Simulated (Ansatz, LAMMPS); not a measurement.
# Elastic response of glassy NaFeSi2O6 (120 atoms), part 4 of 4

Aim: relax glassy NaFeSi2O6 (120 atoms), then change its volume to read the bulk modulus from the stress.

Ansatz 0.2.0; Kohn-Sham DFT, PBE, PAW (set soft_2), plane waves.

The cell: 12 Fe, 12 Na, 72 O and 24 Si. The quench rate of 10 K/ps is many orders above laboratory rates. The network of bonds at the start is that of the classical potential that made the cell. Without a Hubbard term or exact exchange, open shells on Fe are likely too delocalised. The Brillouin zone is sampled at Γ only.

So far. Step 6 (Volume +3 %): The relaxation converged after 11 steps, 0.384 eV below its start, with a largest force component of 0.039 eV/Å. Step 6 (Volume +3 %): Volume +3 %: the energy stands 0.235 eV above that of the reference, at a pressure of -1.46 GPa.

## (7) Volume -6 %

The relaxed cell is scaled to another volume.

Input file input.yaml:

```yaml
crystal:
  lattice:
    - [11.55262, 0.21732, -0.20967]
    - [0.21732, 11.85354, 0.07324]
    - [-0.20967, 0.07324, 11.32988]
  atoms:
    [... the 120 atom lines of step 4 ...]
magnetization:
  spin_polarized: true
kpoints:
  mp_grid: { grid: [1, 1, 1] }
hamiltonian:
  xc: pbe
scf:
  occupations: { method: fermi_dirac, width: 0.05 }
  lower_state_search: "off"
output:
  forces: true
  eigenvalues: true
  stress: true
relax:
  f_tol: 0.05
  max_steps: 70
```

On the command line:

```bash
> ansatz run input.yaml --threads 8 --pin off --max-ram 15872MiB --backend cpu --events-out ev --progress --plain --runs-dir out
```

Numbers of over 12 decimals in the logs are rounded to 6 here.

What it wrote:

```text
[...]
Crystal: 120 atoms, lattice volume = 1550.383 Å³
Basis set: ecut = 420 eV, 30309 PW (Γ), exchange–correlation on 160×160×160 points (8 copies of the dense FFT grid, shifted against one another)
Bands: 564, of which v1, the nominal top of the filled ones, is band 414 counted from 1 (413 counted from 0)
Symmetry: 1 space group operations
[...]
k-points: 1
[...]
Starting moments: Σ|m| = 60 μB on 12 of 120 sites
[...]
SCF iter   1: F=—  HF=-127915.785515 eV  |F-HF|=—  |Δ(HF+E_count)|=         —  Δρ=2.01e-1 (↑2.01e-1 ↓1.92e-1)  dr2=2.66e3  dr2_m=2.24e2  M=1.650 μB ∫|m|=21.226 μB  β_m=0.30  ethr=3.10e-3  ⟨swp⟩=6.0  Hψ=4515  notcnv=0  defer=116
[...]
SCF iter   3: F=—  HF=-127820.736576 eV  |F-HF|=—  |Δ(HF+E_count)|=    5.15e1  Δρ=4.86e-2 (↑4.49e-2 ↓4.86e-2)  dr2=1.22e2  dr2_m=3.63e0  M=1.899 μB ∫|m|=52.350 μB  β_m=0.30  ethr=3.10e-3  ⟨swp⟩=4.0  Hψ=2277  notcnv=0  defer=242
[...]
SCF iter  14: F=—  HF=-127799.699705 eV  |F-HF|=—  |Δ(HF+E_count)|=   1.64e-2  Δρ=3.12e-3 (↑3.12e-3 ↓2.31e-3)  dr2=8.48e-1  dr2_m=1.31e-2  M=0.119 μB ∫|m|=54.486 μB  β_m=0.30  ethr=1.05e-4  ⟨swp⟩=4.0  Hψ=1529  notcnv=0  defer=244
[...]
SCF iter  17: F=—  HF=-127799.723893 eV  |F-HF|=—  |Δ(HF+E_count)|=   4.03e-3  Δρ=1.42e-3 (↑1.42e-3 ↓9.99e-4)  dr2=1.85e-1  dr2_m=8.70e-3  M=0.026 μB ∫|m|=54.799 μB  β_m=0.18  ethr=3.69e-5  ⟨swp⟩=2.5  Hψ=961  notcnv=0  defer=250
[...]
SCF iter  25: F=—  HF=-127799.717043 eV  |F-HF|=—  |Δ(HF+E_count)|=   4.40e-6  Δρ=4.44e-5 (↑3.32e-5 ↓4.44e-5)  dr2=8.46e-5  dr2_m=6.18e-6  M=0.011 μB ∫|m|=54.892 μB  β_m=0.38  ethr=3.04e-8  ⟨swp⟩=2.0  Hψ=1700  notcnv=0  defer=250
SCF iter  26: F=-127799.717016 eV  HF=-127799.717051 eV  |F-HF|=3.48e-5  |Δ(HF+E_count)|=   8.49e-6  Δρ=3.01e-5 (↑3.01e-5 ↓2.43e-5)  dr2=4.85e-5  dr2_m=1.89e-6  M=0.011 μB ∫|m|=54.892 μB  ethr=7.55e-9  ⟨swp⟩=14.0  Hψ=6319  notcnv=0
SCF 1 converged in 26 iterations: F = -127799.717016 eV  dr2 = 4.85e-5
[...]
relax step   1: F+E_penalty+E_count = -127799.71701620 eV  Δ(F+E_penalty+E_count) = +0.000e0 eV  max|allowed force component| = 1.310e0 eV/Å  Δτ_max = 0.0000 Å  (26 SCF iters, dr2 threshold 6.25e-5 eV, accepted)
[... from here on, the SCF cycles and remarks between the steps are left out ...]
relax step   2: F+E_penalty+E_count = -127800.68219238 eV  Δ(F+E_penalty+E_count) = -9.652e-1 eV  max|allowed force component| = 6.356e-1 eV/Å  Δτ_max = 0.0675 Å  (10 SCF iters, dr2 threshold 1.00e-4 eV, accepted)
relax step   3: F+E_penalty+E_count = -127801.32527878 eV  Δ(F+E_penalty+E_count) = -6.431e-1 eV  max|allowed force component| = 2.997e-1 eV/Å  Δτ_max = 0.1434 Å  (12 SCF iters, dr2 threshold 2.53e-5 eV, accepted)
relax step   4: F+E_penalty+E_count = -127801.42748442 eV  Δ(F+E_penalty+E_count) = -1.022e-1 eV  max|allowed force component| = 3.719e-1 eV/Å  Δτ_max = 0.2000 Å  (12 SCF iters, dr2 threshold 2.00e-5 eV, accepted)
relax step   5: F+E_penalty+E_count = -127801.47445817 eV  Δ(F+E_penalty+E_count) = -4.697e-2 eV  max|allowed force component| = 2.388e-1 eV/Å  Δτ_max = 0.1264 Å  (9 SCF iters, dr2 threshold 3.07e-5 eV, accepted)
relax step   6: F+E_penalty+E_count = -127801.49561596 eV  Δ(F+E_penalty+E_count) = -2.116e-2 eV  max|allowed force component| = 2.501e-1 eV/Å  Δτ_max = 0.2000 Å  (12 SCF iters, dr2 threshold 2.35e-5 eV, accepted)
relax step   7: F+E_penalty+E_count = -127801.53930485 eV  Δ(F+E_penalty+E_count) = -4.369e-2 eV  max|allowed force component| = 1.072e-1 eV/Å  Δτ_max = 0.1111 Å  (9 SCF iters, dr2 threshold 2.58e-5 eV, accepted)
relax step   8: F+E_penalty+E_count = -127801.50689315 eV  Δ(F+E_penalty+E_count) = +3.241e-2 eV  max|allowed force component| = 2.748e-1 eV/Å  Δτ_max = 0.2000 Å  (16 SCF iters, rejected (line search))
relax step   9: F+E_penalty+E_count = -127801.55409000 eV  Δ(F+E_penalty+E_count) = -1.479e-2 eV  max|allowed force component| = 7.479e-2 eV/Å  Δτ_max = 0.0730 Å  (16 SCF iters, accepted)
relax step  10: F+E_penalty+E_count = -127801.55441170 eV  Δ(F+E_penalty+E_count) = -3.217e-4 eV  max|allowed force component| = 1.001e-1 eV/Å  Δτ_max = 0.0842 Å  (15 SCF iters, accepted)
relax step  11: F+E_penalty+E_count = -127801.56259878 eV  Δ(F+E_penalty+E_count) = -8.187e-3 eV  max|allowed force component| = 3.015e-2 eV/Å  Δτ_max = 0.0742 Å  (11 SCF iters, dr2 threshold 4.88e-6 eV, accepted)
relax step  12: F+E_penalty+E_count = -127801.56260134 eV  Δ(F+E_penalty+E_count) = -2.563e-6 eV  max|allowed force component| = 3.019e-2 eV/Å  Δτ_max = 0.0000 Å  (6 SCF iters, accepted)
SCF converged after 6 iterations
Magnetization: 0.0031 μB (414.0015 up, 413.9985 down)
Absolute magnetization: 55.1084 μB (∫|ρ↑−ρ↓|, with the PAW one-centre terms)
[...]
Per-site moments (μB) at R_I (Å): [(3.389804, 0.749759), (3.686687, 0.783869), (-3.426716, 0.749728), (3.525221, 0.750326), (3.671231, 0.778802), [...]
Free energy (F): -127801.562601 eV
[...]
Internal energy: -127801.554746 eV  (E = F + TS)
E sigma→0 (E₀):  -127801.558674 eV
Entropy (-TS):   -0.007855 eV (-0.065 meV/atom)
Fermi energy:    5.355634 eV
[...]
Σ components = -127801.562601   (vs F -127801.562601, Δ=0.00e0)
--- Forces (eV/Å), atoms counted from 1 ---
  atom   1  Fe    -0.00847787    -0.00270355    -0.00778400
  atom   2  Fe     0.00794407    -0.00524603     0.00310846
  atom   3  Fe     0.01100165    -0.00166120     0.00823264
  atom   4  Fe    -0.00226338     0.01675393    -0.01820269
[...]
atom 120  Si    -0.01230436     0.02037404     0.00119138
  max |Σ_I F_I| component: 9.24e-5 eV/Å
--- Stress (GPa, compression-positive) ---
        3.305792       0.181419       0.230692
        0.181419       3.269511      -0.033052
        0.230692      -0.033054       3.500589
  P = ⅓ Tr σ = 3.3586 GPa (33.586 kbar)
--- Band table (eV) ---
[...]
--- Relaxed structure (12 steps of the walk, 11 accepted, 0 SCFs on fresh bases) ---
  F+E_penalty+E_count = -127801.56260134 eV   max|allowed force component| = 3.019e-2 eV/Å
  atoms:
    - { symbol: Fe, position: [0.047335, 0.995929, 0.501085] }
    - { symbol: Fe, position: [0.851396, 0.067953, 0.653565] }
    - { symbol: Fe, position: [0.140328, 0.435240, 0.508452] }
    - { symbol: Fe, position: [0.379365, 0.698100, 0.783263] }
[...]
- { symbol: Si, position: [0.517601, 0.264353, 0.623327] }
```

Run time: 6.9 min. Hardware: 8 threads of Intel Xeon at 2.70GHz, shared host; peak memory 4.5 GiB.

The relaxation converged after 12 steps, 1.85 eV below its start, with a largest force component of 0.030 eV/Å.

Volume -6 %: the energy stands 1.02 eV above that of the reference, at a pressure of 3.36 GPa.

## (8) Volume +6 %

The relaxed cell is scaled to another volume.

Input and log are left out; they have the form of those shown for this kind of step.

Wall time 13 min (8 threads of Intel Xeon at 2.70GHz, shared host); peak memory 5 GiB; 1.6 h of CPU time.

The relaxation converged after 19 steps, 1.58 eV below its start, with a largest force component of 0.039 eV/Å.

Volume +6 %: the energy stands 0.737 eV above that of the reference, at a pressure of -2.19 GPa.

## (9) Volume -10 %

The relaxed cell is scaled to another volume.

Input and log are left out; they have the form of those shown for this kind of step.

Run time: 11 min. Hardware: 8 threads of Intel Xeon at 2.70GHz, shared host; peak memory 4.3 GiB; 78 min of CPU time.

The relaxation converged after 17 steps, 5.69 eV below its start, with a largest force component of 0.042 eV/Å.

Volume -10 %: the energy stands 2.87 eV above that of the reference, at a pressure of 5.55 GPa.

## (10) Pressure against volume

Atoms are relaxed at each volume, in the scaled cell.

```
volume change (%)  volume (Å³/atom)  energy change (meV/atom)  pressure (GPa)  largest move on relaxing (Å)  bonds  gap (eV)
              -10            12.370                     23.95            5.55                          0.86    219               0.451
               -6            12.920                      8.48            3.36                          0.54    215               0.453
               -3            13.332                      2.14            1.65                          0.17    212               0.519
               +0            13.745                      0.00            0.00                             -    211               0.575
               +3            14.157                      1.95           -1.46                          0.19    208               0.620
               +6            14.569                      6.14           -2.19                          0.68    204               0.606
```

## (11) What came out

The bulk modulus, from the slope of pressure against ln V over the three points nearest the relaxed volume, is 51.8 GPa; between neighbouring points the slope runs 50, 54, 54, 49 and 26 GPa from the smallest volume up, without a steady fall, so no pressure derivative is given. The count of bonds runs from 204 to 219 over the series, so at some points contacts cross the cutoffs. At -10 %, -6 % and +6 % some atom moved by over 0.5 Å on relaxing, so those points may sit in another local minimum. The gap goes from 0.451 eV at the smallest volume to 0.606 eV at the largest, +1.2 eV per unit of ln V by a straight line, not monotonically (lowest 0.451, highest 0.620 eV), on the run's k-points.

**Limits.** Strains are finite and relaxations stop at the force tolerance of the input, which can leave moduli too stiff; they are those of a static cell at zero temperature. Volumes are changed with the cell's shape held, so in an anisotropic solid the modulus lies over the one under free hydrostatic load. The program notes that the SCF threshold of the relaxations is loose for the stress. In the spin-polarised runs the search for a state of lower energy was switched off. The run was spin polarised, started with 6 moments up and 6 down in a pattern of our own, ending at 0.0 μB in the cell; that starting order needn't be the real material's, and it bears on forces, charges and levels. With open d shells in the cell, the gap can be one between d levels of these ions, not the gap of the host.

The DFT runs together took 69 min of wall time.

[Logs are printed without paths, hosts, clocks, repeated set-up lines and the standing remarks that a program may print on its own settings, such as how far it seeks lower states.]

[Hosts, paths, dates, database ids (printed as entryN), source tags and the programs' standing remarks are cut or masked in the printed files.]
